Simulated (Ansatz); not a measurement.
# Ta2O5 (P2/m): converging the G0W0 gap

Wanted: a G0W0 gap for Ta2O5 (P2/m) that is converged in bands and cutoff, or an estimate of the limit.

Program: Ansatz 0.2.0. Level of theory: G0W0 on LDA, plane waves, PAW; PAW set soft_1. Results are calculated unless marked as measured.

Report form: the programs' logs are mostly left out.

## Step 1: Starting point

The structure is monoclinic, space group P2/m (No. 10). The conventional cell has a = 3.841 Å, b = 3.863 Å, c = 6.778 Å, α = 90.00°, β = 105.57°, γ = 90.00°. Nearest to Ta lie 6 O at 1.90 to 2.21 Å. O has 2 Ta at 1.93 Å nearest. Nearest to O lie 3 Ta at 1.98 to 2.21 Å. O has 2 Ta at 1.90 Å nearest. Farther neighbours and most contacts between anions are not listed.

Structure file:

```cif
data_structure
_symmetry_space_group_name_H-M 'P2/m'
_symmetry_Int_Tables_number 10
_cell_length_a 3.8414
_cell_length_b 3.8627
_cell_length_c 6.7776
_cell_angle_alpha 90.000
_cell_angle_beta 105.568
_cell_angle_gamma 90.000
_cell_volume 96.88
loop_
_atom_site_label
_atom_site_type_symbol
_atom_site_symmetry_multiplicity
_atom_site_Wyckoff_symbol
_atom_site_fract_x
_atom_site_fract_y
_atom_site_fract_z
_atom_site_occupancy
Ta1 Ta 2 m 0.64953 0.00000 0.79131 1
O1 O 2 n 0.66212 0.50000 0.79833 1
O2 O 2 m 0.18976 0.00000 0.87062 1
O3 O 1 g 0.50000 0.00000 0.50000 1
```

The cell and positions are those that the Materials Project relaxed with its own functionals (PBE, PBE+U or r2SCAN), kept fixed. Spin-orbit coupling is left out unless a step names it.

## Step 2: 126 empty bands, screening to 69 eV

G0W0 replaces the xc potential by the self-energy, built once from these orbitals. Only a window of levels is corrected, while the sums run over the empty bands that the input names. This step takes PAW set soft_1 files.

Input file input.yaml:

```yaml
crystal:
  lattice:
    - [3.8414080139, 0.0, 0.0]
    - [0.0, 3.86271575, 0.0]
    - [-1.8189421445, 0.0, 6.5289594201]
  atoms:
    - { symbol: Ta, position: [0.64953073, 0.0, 0.79131453] }
    - { symbol: Ta, position: [0.35046927, 0.0, 0.20868547] }
    - { symbol: O, position: [0.6621243, 0.5, 0.79832929] }
    - { symbol: O, position: [0.3378757, 0.5, 0.20167071] }
    - { symbol: O, position: [0.18976057, 0.0, 0.87062125] }
    - { symbol: O, position: [0.81023943, 0.0, 0.12937875] }
    - { symbol: O, position: [0.5, 0.0, 0.5] }
kpoints:
  mp_grid: { grid: [4, 4, 4] }
hamiltonian:
  xc: lda
  pseudopotentials: { kind: paw, azcp: { folder: soft_1 }, xc_functional: pbe }
scf:
  occupations: { method: fixed }
gw:
  n_empty_bands: 126
  ecut_chi: 69
  qp_bands: [v2, c2]
  qp_kpoints: band_edges
  screening: { model: contour_deformation }
```

On the command line:

```sh
> ansatz run input.yaml --threads 3 --pin off --max-ram 92160MiB --backend cuda --events-out ev --progress --plain --runs-dir out --devices 1 --max-vram 13GiB
```

Elapsed: 22 s, on 1 × NVIDIA H100 80GB HBM3 (shared by 6 runs) with 3 threads of AMD EPYC 7R13 (Zen 3), shared host; peak memory 1.3 GiB; 33 s of CPU time.

Numbers from this step:

```yaml
bands_summed: 154
rpa_eps_infinity_on_this_mesh_eigenvalues: 4.685, 4.955, 7.546
plane_waves_in_the_screening_matrix: 131
q_points_in_the_mesh: 64
g0w0_gap_on_the_mesh: 3.514 eV
k_of_the_valence_top: -0.5, -0.5, -0.5
k_of_the_conduction_bottom: 0, 0, -0.5
starting_gap_on_the_mesh: 2.110 eV
z_at_the_valence_top: 0.7344
z_at_the_conduction_bottom: 0.7975
least_direct_g0w0_gap_on_the_computed_points: 4.227 eV
```

The gap on the mesh goes from 2.11 eV to 3.51 eV, a correction of +1.40 eV. Between the two edge states, bare exchange in place of the xc potential would open the gap by 10.67 eV, and correlation takes back 9.27 eV.

## Step 3: 356 empty bands, screening to 138 eV

Another rung: the empty bands reach about as high as the screening cutoff, so the two stay in balance.

Edit input.yaml of step 2 so:

```diff
@@ -21,4 +21,4 @@
 gw:
-  n_empty_bands: 126
-  ecut_chi: 69
+  n_empty_bands: 356
+  ecut_chi: 138
   qp_bands: [v2, c2]
```

The job ended after 57 s (1 × NVIDIA H100 80GB HBM3 (shared by 6 runs) with 3 threads; peak memory 2 GiB).

Numbers from this step:

```yaml
bands_summed: 384
rpa_eps_infinity_on_this_mesh_eigenvalues: 4.636, 4.908, 7.477
plane_waves_in_the_screening_matrix: 365
q_points_in_the_mesh: 64
g0w0_gap_on_the_mesh: 3.527 eV
k_of_the_valence_top: -0.5, -0.5, -0.5
k_of_the_conduction_bottom: 0, 0, -0.5
starting_gap_on_the_mesh: 2.110 eV
z_at_the_valence_top: 0.7260
z_at_the_conduction_bottom: 0.7933
least_direct_g0w0_gap_on_the_computed_points: 4.230 eV
```

Against the run with 4×4×4 mesh, 126 empty bands, screening to 69 eV, PAW set soft_1 files, the gap moves by +0.013 eV.

## Step 4: 767 empty bands, screening to 230 eV

Edit input.yaml of step 3 so:

```diff
@@ -21,4 +21,4 @@
 gw:
-  n_empty_bands: 356
-  ecut_chi: 138
+  n_empty_bands: 767
+  ecut_chi: 230.0
   qp_bands: [v2, c2]
```

Run time: 2 min. Hardware: 1 × NVIDIA H100 80GB HBM3 (shared by 6 runs) with 3 threads; peak memory 4.4 GiB; 3.9 min of CPU time.

Numbers from this step:

| Item | Value |
| --- | --- |
| bands summed | 795 |
| RPA ε∞ on this mesh (eigenvalues) | 4.622, 4.893, 7.460 |
| plane waves in the screening matrix | 773 |
| G0W0 gap on the mesh | 3.603 eV |
| k of the valence top | -0.5, -0.5, -0.5 |
| k of the conduction bottom | 0, 0, -0.5 |
| starting gap on the mesh | 2.110 eV |
| least direct G0W0 gap on the computed points | 4.291 eV |

Against the run with 4×4×4 mesh, 356 empty bands, screening to 138 eV, PAW set soft_1 files, the gap moves by +0.08 eV.

## Step 5: Changing the k mesh: 4×4×2 mesh, 356 empty bands, screening to 138 eV, PAW set soft_1 files

Only the mesh changes. It samples the long-range screening, which converges on its own terms. Bands and cutoff differ from the step before, so it is read against an earlier run that matches them.

Edit input.yaml of step 4 so:

```diff
@@ -14,3 +14,3 @@
 kpoints:
-  mp_grid: { grid: [4, 4, 4] }
+  mp_grid: { grid: [4, 4, 2] }
 hamiltonian:
@@ -21,4 +21,4 @@
 gw:
-  n_empty_bands: 767
-  ecut_chi: 230.0
+  n_empty_bands: 356
+  ecut_chi: 138
   qp_bands: [v2, c2]
```

Elapsed: 18 s, on 1 × NVIDIA H100 80GB HBM3 (shared by 6 runs) with 3 threads; peak memory 1.6 GiB; 29 s of CPU time.

Numbers from this step:

| Quantity | Value |
| --- | --- |
| bands summed | 384 |
| RPA ε∞ on this mesh (eigenvalues) | 4.787, 4.940, 7.491 |
| plane waves in the screening matrix | 365 |
| G0W0 gap on the mesh | 3.519 eV |
| k of the valence top | -0.5, -0.5, -0.5 |
| k of the conduction bottom | 0, 0, -0.5 |
| starting gap on the mesh | 2.106 eV |
| least direct G0W0 gap on the computed points | 4.222 eV |

Against the run with 4×4×4 mesh, 356 empty bands, screening to 138 eV, PAW set soft_1 files, the gap moves by −0.008 eV.

## Step 6: Changing the frequency model: 4×4×4 mesh, 356 empty bands, screening to 138 eV, plasmon pole, PAW set soft_1 files

A plasmon pole stands in for the full frequency dependence of the screening; this run shows what that costs in accuracy.

Edit input.yaml of step 5 so:

```diff
@@ -14,3 +14,3 @@
 kpoints:
-  mp_grid: { grid: [4, 4, 2] }
+  mp_grid: { grid: [4, 4, 4] }
 hamiltonian:
@@ -25,2 +25,2 @@
   qp_kpoints: band_edges
-  screening: { model: contour_deformation }
+  screening: { model: godby_needs }
```

The job ended after 49 s (1 × NVIDIA H100 80GB HBM3 (shared by 6 runs) with 3 threads; peak memory 2.1 GiB).

This step gave:

```yaml
bands_summed: 384
plasmon_pole_fit_frequency: 28.23 eV
rpa_eps_infinity_on_this_mesh_eigenvalues: 4.636, 4.908, 7.477
plane_waves_in_the_screening_matrix: 365
g0w0_gap_on_the_mesh: 3.498 eV
k_of_the_valence_top: -0.5, -0.5, -0.5
k_of_the_conduction_bottom: 0, 0, -0.5
starting_gap_on_the_mesh: 2.110 eV
least_direct_g0w0_gap_on_the_computed_points: 4.227 eV
```

Against the run with 4×4×4 mesh, 356 empty bands, screening to 138 eV, PAW set soft_1 files, the gap moves by −0.03 eV.

## Step 7: Changing the files: 4×4×4 mesh, 356 empty bands, screening to 138 eV, hard PAW files

Other atomic data (hard PAW) test the pseudisation: the cutoff goes from 420 to 930 eV and the valence electrons from 56 to 84, which opens shells that were frozen.

This step: G0W0 on LDA, plane waves, PAW.

Edit input.yaml of step 6 so:

```diff
@@ -17,3 +17,3 @@
   xc: lda
-  pseudopotentials: { kind: paw, azcp: { folder: soft_1 }, xc_functional: pbe }
+  pseudopotentials: { kind: paw, source: ansatz }
 scf:
@@ -25,2 +25,2 @@
   qp_kpoints: band_edges
-  screening: { model: godby_needs }
+  screening: { model: contour_deformation }
```

Run time: 60 s. Hardware: 1 × NVIDIA H100 80GB HBM3 (shared by 6 runs) with 3 threads; peak memory 3 GiB; 1.8 min of CPU time.

This step gave:

| Quantity | Value |
| --- | --- |
| bands summed | 398 |
| RPA ε∞ on this mesh (eigenvalues) | 4.670, 4.952, 7.559 |
| plane waves in the screening matrix | 365 |
| G0W0 gap on the mesh | 3.506 eV |
| k of the valence top | -0.5, -0.5, -0.5 |
| k of the conduction bottom | 0, 0, -0.5 |
| starting gap on the mesh | 2.109 eV |
| least direct G0W0 gap on the computed points | 4.218 eV |

Against the run with 4×4×4 mesh, 356 empty bands, screening to 138 eV, PAW set soft_1 files, the gap moves by −0.02 eV.

## Step 8: The runs together

Times are wall times on 1 × NVIDIA H100 80GB HBM3 (shared by 6 runs) with 3 threads of AMD EPYC 7R13 (Zen 3), shared host, good to a factor of about two.

| mesh | files | frequency | bands summed | cutoff (eV) | start (eV) | G0W0 (eV) | time | host memory (GiB) |
| --- | --- | --- | --- | --- | --- | --- | --- | --- |
| 4×4×4 | PAW set soft_1 | contour deformation | 154 | 69 | 2.110 | 3.514 | 22 s | 1.3 |
| 4×4×4 | PAW set soft_1 | contour deformation | 384 | 138 | 2.110 | 3.527 | 57 s | 2.0 |
| 4×4×4 | PAW set soft_1 | contour deformation | 795 | 230 | 2.110 | 3.603 | 2 min | 4.4 |
| 4×4×2 | PAW set soft_1 | contour deformation | 384 | 138 | 2.106 | 3.519 | 18 s | 1.6 |
| 4×4×4 | PAW set soft_1 | plasmon pole | 384 | 138 | 2.110 | 3.498 | 49 s | 2.1 |
| 4×4×4 | hard PAW | contour deformation | 398 | 138 | 2.109 | 3.506 | 60 s | 3.0 |

How the two edges are built up, in eV (the quasiparticle level is the starting level plus Σx plus Σc less Vxc):

```csv
run,edge,start,Σx,Σc,Vxc,Z,QP
154 bands,valence top,6.65,-26.36,4.98,-21.35,0.73,6.62
154 bands,conduction bottom,8.76,-13.10,-4.29,-18.76,0.80,10.13
384 bands,valence top,6.65,-26.36,4.67,-21.35,0.73,6.32
384 bands,conduction bottom,8.76,-13.10,-4.58,-18.76,0.79,9.84
795 bands,valence top,6.65,-26.36,4.47,-21.35,0.72,6.11
795 bands,conduction bottom,8.76,-13.10,-4.71,-18.76,0.79,9.71
```

## Step 9: Summary of results

| Property | Result |
| --- | --- |
| 154 bands, 69 eV | 3.514 eV |
| 384 bands, 138 eV | 3.527 eV |
| 795 bands, 230 eV | 3.603 eV |
| estimated limit in bands and cutoff | 3.67 eV |
| mesh and start | 4×4×4, LDA |

In words: A line in one over the bands through the two highest rungs gives 3.67 eV, +0.07 eV from the top rung; the pair below gives 3.54 eV, so the estimate is still climbing. The rungs stand 0.16 eV (154 bands), 0.15 eV (384 bands) and 0.07 eV (795 bands) from it. From 154 to 795 bands the gap moves by +0.09 eV while the time grows 5.5-fold. Σc changes by −0.51 eV at the valence top and −0.42 eV at the conduction bottom, so the levels themselves move more than the gap between them. On the 4×4×2 mesh in place of 4×4×4 the gap differs by −0.01 eV, of which −0.003 eV is already in the start. The plasmon-pole model gives −0.03 eV against contour deformation, 2 % of the correction. Hard PAW files move the gap by −0.02 eV at equal bands and cutoff, −0.001 eV of it in the start. The 4×4×4 mesh is coarse for this cell (its supercell is 15 Å along the shortest edge). The RPA ε∞ on it, from the LDA start, is 4.62, 4.89 and 7.46; such meshes misread the long-range screening, most where the gap is narrow. The many-body steps are scalar-relativistic: spin-orbit coupling is not in them.

[Paths, hosts, dates, memory and timing lines, banners, echoed tables and standing remarks are left out of the program output.]

[Logs are printed without paths, hosts, clocks, repeated set-up lines and the standing remarks that a program may print on its own settings, such as how far it seeks lower states.]

[Runs of the session that timed out or met a known fault of the program may be left out.]

[Cells called generated may have been cut or substituted from an entry of the Crystallography Open Database or the Materials Project.]

[No measured gap is set beside runs whose start may be inverted or whose files or cutoffs have a known fault.]

[Hosts, paths, dates, database ids (printed as entryN), source tags and the programs' standing remarks are cut or masked in the printed files.]
